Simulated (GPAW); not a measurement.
# Conductance along a series: a Sb chain with one bond drawn out, part 2 of 2

Aim: how the conductance and the thermopower change along a series of junctions, a Sb chain with one bond drawn out.

GPAW 26.7.0; GPAW LCAO, PAW setups; Landauer transmission from Green's functions with principal layers (ASE), zero bias.

So far, transmission at the Fermi level (one spin): step 2 (member of the series, stretch 0.2 Å) 2.87; step 5 (stretch 1.2 Å) 0.734; step 6 (stretch 1.6 Å) 0.311; step 7 (stretch 2 Å) 0.122; step 8 (stretch 2.6 Å) 0.0271.

### 9. Junction, box 9 × 9 × 25.2 Å: stretch = 3.2

The cell differs from the one that the last finished run ended in (c 24.600 → 25.200 Å).

Input file run.py:

```python
import json
import numpy as np
from ase import Atoms
from ase.transport.calculators import TransportCalculator
from gpaw import GPAW, FermiDirac
from gpaw.lcao.tools import get_lcao_hamiltonian
from scipy.linalg import eigh

# The junction with lead layers at both ends, along the third cell vector
device = Atoms(
    ['Sb', 'Sb', 'Sb', 'Sb', 'Sb', 'Sb', 'Sb', 'Sb'],
    positions=[
        [4.50000, 4.50000, 1.37500],
        [4.50000, 4.50000, 4.12500],
        [4.50000, 4.50000, 6.87500],
        [4.50000, 4.50000, 9.62500],
        [4.50000, 4.50000, 15.57500],
        [4.50000, 4.50000, 18.32500],
        [4.50000, 4.50000, 21.07500],
        [4.50000, 4.50000, 23.82500]],
    cell=[[9.0, 0.0, 0.0], [0.0, 9.0, 0.0], [0.0, 0.0, 25.2]],
    pbc=True)

# One principal layer of the lead: the first 2 atoms of the device
lead = Atoms(
    ['Sb', 'Sb'],
    positions=[
        [4.50000, 4.50000, 1.37500],
        [4.50000, 4.50000, 4.12500]],
    cell=[[9.0, 0.0, 0.0], [0.0, 9.0, 0.0], [0.0, 0.0, 5.5]],
    pbc=True)

settings = dict(mode='lcao', basis='dzp', xc='RPBE', h=0.2,
                occupations=FermiDirac(0.1), maxiter=250,
                mixer=dict(beta=0.1, nmaxold=8, weight=100.0),
                convergence=dict(density=0.0001))
energies = np.arange(-2, 2 + 1e-9, 0.05)
eta = 0.0001
n1, n2 = 1, 1
# k and -k transmit alike, so half of the mesh across the current serves
mesh = [(i, j) for i in range(n1) for j in range(n2) if (i, j) <= (-i % n1, -j % n2)]
weights = np.array([1 if (i, j) == (-i % n1, -j % n2) else 2 for i, j in mesh]) / (n1 * n2)

# [... helper functions left out ...]
fermi_lead = ground_state(lead, (1, 1, 20), 'lead.txt')
fermi_device = ground_state(device, (1, 1, 3), 'device.txt')
# [... loop over the mesh left out, but for ...]
        # Shift the lead onto the potential of the device's first layer
        shift = ((H[:, 0, 0] - H0[:, 0, 0]) / S0[0, 0]).real.mean()
# [...]
kT = 8.617333e-5 * 77
bias = [0.1, 0.2, 0.5, 1.0, 1.5, 2.0]
# [... integrals and printing left out ...]
```

The run is started by

```
$ OMP_NUM_THREADS=1 OPENBLAS_NUM_THREADS=1 python run.py
```

Output:

```text
basis functions: device 184, principal layer 46
Fermi level: lead -3.0809 eV, device -3.1716 eV; lead shifted by -0.0438 eV
largest coupling past the next layer 7.85e-05 eV, largest misfit of the first layer 0.068 eV
  E-E_F (eV)   T (one spin)  [channel counts left out]
    -2.000    1.2561e-03
    -1.950    1.3024e-03
    -1.900    1.3501e-03
[...]
1.950    1.1774e-02
     2.000    1.2077e-02
conductance at 77 K: 0.0051201 G0 a cell; thermopower -0.9381 uV/K
current from the zero-bias T(E) at 0.1 V: 0.039669 uA
current from the zero-bias T(E) at 0.2 V: 0.079328 uA
current from the zero-bias T(E) at 0.5 V: 0.19818 uA
current from the zero-bias T(E) at 1.0 V: 0.39574 uA
current from the zero-bias T(E) at 1.5 V: 0.59364 uA
current from the zero-bias T(E) at 2.0 V: 0.79455 uA
```

Run time: 20 s. Hardware: 1 thread of Arm Neoverse V2, shared host; peak memory 0.81 GiB.

The conductance, 0.00512 G₀, lies a factor of 5.3 below that of the member before.

### 10. The series together

Times are for 1 thread of Arm Neoverse V2, shared host. Results by setting:

| no. | stretch (Å) | conductance (G₀) | time | memory (GiB) |
| --- | --- | --- | --- | --- |
| 1 | 0.2 | 2.872 | 20 s | 0.76 |
| 2 | 0.5 | 2.283 | 21 s | 0.76 |
| 3 | 0.8 | 1.520 | 21 s | 0.77 |
| 4 | 1.2 | 0.7336 | 21 s | 0.77 |
| 5 | 1.6 | 0.3111 | 20 s | 0.79 |
| 6 | 2 | 0.1215 | 21 s | 0.79 |
| 7 | 2.6 | 0.02711 | 20 s | 0.81 |
| 8 | 3.2 | 0.005120 | 20 s | 0.81 |

The runs together. The transmission, zone mean by energy, zero at the Fermi level:

| energy (eV) | 0.2 | 0.5 | 1.2 | 1.6 | 2.6 | 3.2 |
| --- | --- | --- | --- | --- | --- | --- |
| -2.0000 | 0.968 | 0.800 | 0.262 | 0.103 | 0.00717 | 0.00126 |
| -1.7500 | 0.969 | 0.810 | 0.280 | 0.114 | 0.00838 | 0.00150 |
| -1.5000 | 2.02 | 1.07 | 0.325 | 0.133 | 0.0102 | 0.00184 |
| -1.2500 | 2.55 | 1.50 | 0.399 | 0.162 | 0.0125 | 0.00227 |
| -1.0000 | 2.67 | 1.71 | 0.447 | 0.183 | 0.0147 | 0.00271 |
| -0.7500 | 2.77 | 1.90 | 0.510 | 0.210 | 0.0173 | 0.00322 |
| -0.5000 | 2.83 | 2.08 | 0.592 | 0.245 | 0.0205 | 0.00381 |
| -0.2500 | 2.86 | 2.22 | 0.675 | 0.282 | 0.0239 | 0.00447 |
| 0.0000 | 2.87 | 2.28 | 0.734 | 0.311 | 0.0271 | 0.00512 |
| 0.2500 | 2.88 | 2.30 | 0.759 | 0.327 | 0.0298 | 0.00575 |
| 0.3500 | 2.88 | 2.30 | 0.761 | 0.331 | 0.0307 | 0.00600 |
| 0.5000 | 2.88 | 2.29 | 0.757 | 0.333 | 0.0320 | 0.00638 |
| 0.5500 | 2.88 | 2.28 | 0.755 | 0.333 | 0.0325 | 0.00651 |
| 0.7500 | 2.87 | 2.25 | 0.740 | 0.332 | 0.0342 | 0.00705 |
| 1.0000 | 2.85 | 2.20 | 0.712 | 0.327 | 0.0365 | 0.00780 |
| 1.2500 | 2.83 | 2.13 | 0.676 | 0.320 | 0.0391 | 0.00866 |
| 1.5000 | 2.78 | 2.00 | 0.629 | 0.310 | 0.0421 | 0.00965 |
| 1.7500 | 2.68 | 1.72 | 0.558 | 0.295 | 0.0453 | 0.0108 |
| 2.0000 | 0.973 | 0.850 | 0.452 | 0.271 | 0.0490 | 0.0121 |

The runs together. The current through one cell, from the zero-bias transmission by bias:

| bias (V) | 0.2 (μA) | 0.5 (μA) | 1.2 (μA) | 1.6 (μA) | 2.6 (μA) | 3.2 (μA) |
| --- | --- | --- | --- | --- | --- | --- |
| 0.100 | 22.3 | 17.7 | 5.68 | 2.41 | 0.210 | 0.0397 |
| 0.200 | 44.5 | 35.4 | 11.4 | 4.82 | 0.420 | 0.0793 |
| 0.500 | 111 | 88.1 | 28.2 | 12.0 | 1.05 | 0.198 |
| 1.000 | 222 | 174 | 55.2 | 23.5 | 2.08 | 0.396 |
| 1.500 | 332 | 257 | 80.4 | 34.3 | 3.08 | 0.594 |
| 2.000 | 440 | 335 | 104 | 44.5 | 4.08 | 0.795 |

### 11. Density threshold 1e-06, temperature 150: conv = 1e-06 and temperature = 150

The Hamiltonian is taken from the last density, so its threshold decides how well the levels are placed. Temperature enters only through the Fermi window.

Changes to run.py since step 9:

```diff
@@ -16,7 +16,7 @@
         [4.50000, 4.50000, 9.62500],
-        [4.50000, 4.50000, 15.57500],
-        [4.50000, 4.50000, 18.32500],
-        [4.50000, 4.50000, 21.07500],
-        [4.50000, 4.50000, 23.82500]],
-    cell=[[9.0, 0.0, 0.0], [0.0, 9.0, 0.0], [0.0, 0.0, 25.2]],
+        [4.50000, 4.50000, 13.97500],
+        [4.50000, 4.50000, 16.72500],
+        [4.50000, 4.50000, 19.47500],
+        [4.50000, 4.50000, 22.22500]],
+    cell=[[9.0, 0.0, 0.0], [0.0, 9.0, 0.0], [0.0, 0.0, 23.6]],
     pbc=True)
@@ -35,3 +35,3 @@
                 mixer=dict(beta=0.1, nmaxold=8, weight=100.0),
-                convergence=dict(density=0.0001))
+                convergence=dict(density=1e-06))
 energies = np.arange(-2, 2 + 1e-9, 0.05)
@@ -50,3 +50,3 @@
 # [...]
-kT = 8.617333e-5 * 77
+kT = 8.617333e-5 * 150
 bias = [0.1, 0.2, 0.5, 1.0, 1.5, 2.0]
```

Output:

```text
basis functions: device 184, principal layer 46
Fermi level: lead -3.0808 eV, device -3.1156 eV; lead shifted by -0.0458 eV
largest coupling past the next layer 7.85e-05 eV, largest misfit of the first layer 0.067 eV
  E-E_F (eV)   T (one spin)  [channel counts left out]
    -2.000    1.0320e-01
    -1.950    1.0529e-01
    -1.900    1.0741e-01
    -1.850    1.0954e-01
    -1.800    1.1170e-01
    -1.750    1.1388e-01
    -1.700    1.1608e-01
    -1.650    1.1830e-01
    -1.600    1.2191e-01
    -1.550    1.2700e-01
    -1.500    1.3312e-01
    -1.450    1.3967e-01
    -1.400    1.4602e-01
    -1.350    1.5179e-01
    -1.300    1.5692e-01
    -1.250    1.6153e-01
[...]
1.650    3.0218e-01
     1.700    2.9869e-01
     1.750    2.9461e-01
     1.800    2.8973e-01
     1.850    2.8380e-01
     1.900    2.7646e-01
     1.950    2.6894e-01
     2.000    2.7144e-01
conductance at 150 K: 0.31108 G0 a cell; thermopower -1.072 uV/K
current from the zero-bias T(E) at 0.1 V: 2.4096 uA
current from the zero-bias T(E) at 0.2 V: 4.815 uA
current from the zero-bias T(E) at 0.5 V: 11.967 uA
current from the zero-bias T(E) at 1.0 V: 23.483 uA
current from the zero-bias T(E) at 1.5 V: 34.324 uA
current from the zero-bias T(E) at 2.0 V: 44.5 uA
```

Run time: 24 s. Hardware: 1 thread; peak memory 0.79 GiB.

Read from the output:

- conductance: 0.3111 G₀
- largest misfit of the first principal layer: 0.06654 eV
- shift that aligns the lead: -0.04575 eV
- transmission at the Fermi level (one spin): 0.3112

One spin. The transmission, zone mean by energy, zero at the Fermi level:

| energy (eV) | transmission, zone mean |
| --- | --- |
| -2.00 | 0.103 |
| -1.85 | 0.110 |
| -1.70 | 0.116 |
| -1.60 | 0.122 |
| -1.45 | 0.140 |
| -1.30 | 0.157 |
| -1.15 | 0.170 |
| -1.05 | 0.179 |
| -0.90 | 0.193 |
| -0.75 | 0.210 |
| -0.60 | 0.230 |
| -0.50 | 0.245 |
| -0.35 | 0.268 |
| -0.20 | 0.289 |
| -0.05 | 0.306 |
| 0.00 | 0.311 |
| 0.05 | 0.315 |
| 0.20 | 0.325 |
| 0.35 | 0.331 |
| 0.50 | 0.333 |
| 0.55 | 0.333 |
| 0.60 | 0.333 |
| 0.75 | 0.332 |
| 0.90 | 0.329 |
| 1.05 | 0.325 |
| 1.15 | 0.323 |
| 1.30 | 0.318 |
| 1.45 | 0.312 |
| 1.60 | 0.305 |
| 1.70 | 0.299 |
| 1.85 | 0.284 |
| 2.00 | 0.271 |

Not self-consistent under bias; the bias window is split evenly. Current through one cell, from the zero-bias transmission against bias:

| bias (V) | current through one cell, from the zero-bias transmission (μA) |
| --- | --- |
| 0.100 | 2.41 |
| 0.200 | 4.81 |
| 0.500 | 12.0 |
| 1.000 | 23.5 |
| 1.500 | 34.3 |
| 2.000 | 44.5 |

The transmission of the three most open eigenchannels by energy, zero at the Fermi level:

| energy (eV) | channel 1 | channel 2 = channel 3 |
| --- | --- | --- |
| -2.000 | 0.103 | 5.4e-12 |
| -1.800 | 0.112 | 5.4e-12 |
| -1.600 | 0.121 | 6.9e-4 |
| -1.400 | 0.130 | 0.00820 |
| -1.200 | 0.139 | 0.0135 |
| -1.000 | 0.148 | 0.0174 |
| -0.800 | 0.157 | 0.0233 |
| -0.600 | 0.166 | 0.0320 |
| -0.400 | 0.175 | 0.0425 |
| -0.200 | 0.184 | 0.0527 |
| 0.000 | 0.192 | 0.0598 |
| 0.200 | 0.199 | 0.0629 |
| 0.400 | 0.207 | 0.0624 |
| 0.600 | 0.214 | 0.0594 |
| 0.800 | 0.222 | 0.0547 |
| 1.000 | 0.229 | 0.0489 |
| 1.200 | 0.237 | 0.0423 |
| 1.400 | 0.245 | 0.0348 |
| 1.600 | 0.253 | 0.0260 |
| 1.800 | 0.262 | 0.0139 |
| 2.000 | 0.271 | 1.4e-10 |

With these changes, and at 150 K in place of 77 K, the conductance is 0.311 G₀ against 0.311 in the unchanged run; T at the Fermi level, which temperature doesn't enter, is 0.311 against 0.311.

### 12. Summary of results

```json
{"conductance, first and last member": "2.87 and 0.00512 G₀", "largest and smallest": "2.87 and 0.00512 G₀"}
```

What this shows: As the extra bond length goes from 0.2 to 3.2 Å, the conductance goes from 2.87 to 0.00512 G₀. The conductance falls at every step of the series. The geometry was built from estimated bond lengths and not relaxed, so the numbers describe this model structure. Spin-orbit coupling is left out, which matters for the heavy atoms here. An evenly spaced straight chain is an idealisation: free chains tend to dimerise, zigzag or, where a band edge lies near the Fermi level, turn magnetic. The currents use the zero-bias T(E) throughout, which holds only while the bias is small against the distance to the nearest feature. The energy step is wider than the thermal energy, so the conductance and thermopower rest on interpolation of T(E). Atomic orbitals end short of the vacuum, so tunnelling across a wide gap comes out too low.

[Long decimals in the printed logs are rounded to 6 places.]

[Logs are printed without paths, hosts, clocks, repeated set-up lines and the standing remarks that a program may print on its own settings, such as how far it seeks lower states.]

[Hosts, paths, dates, database ids (printed as entryN), source tags and the programs' standing remarks are cut or masked in the printed files.]
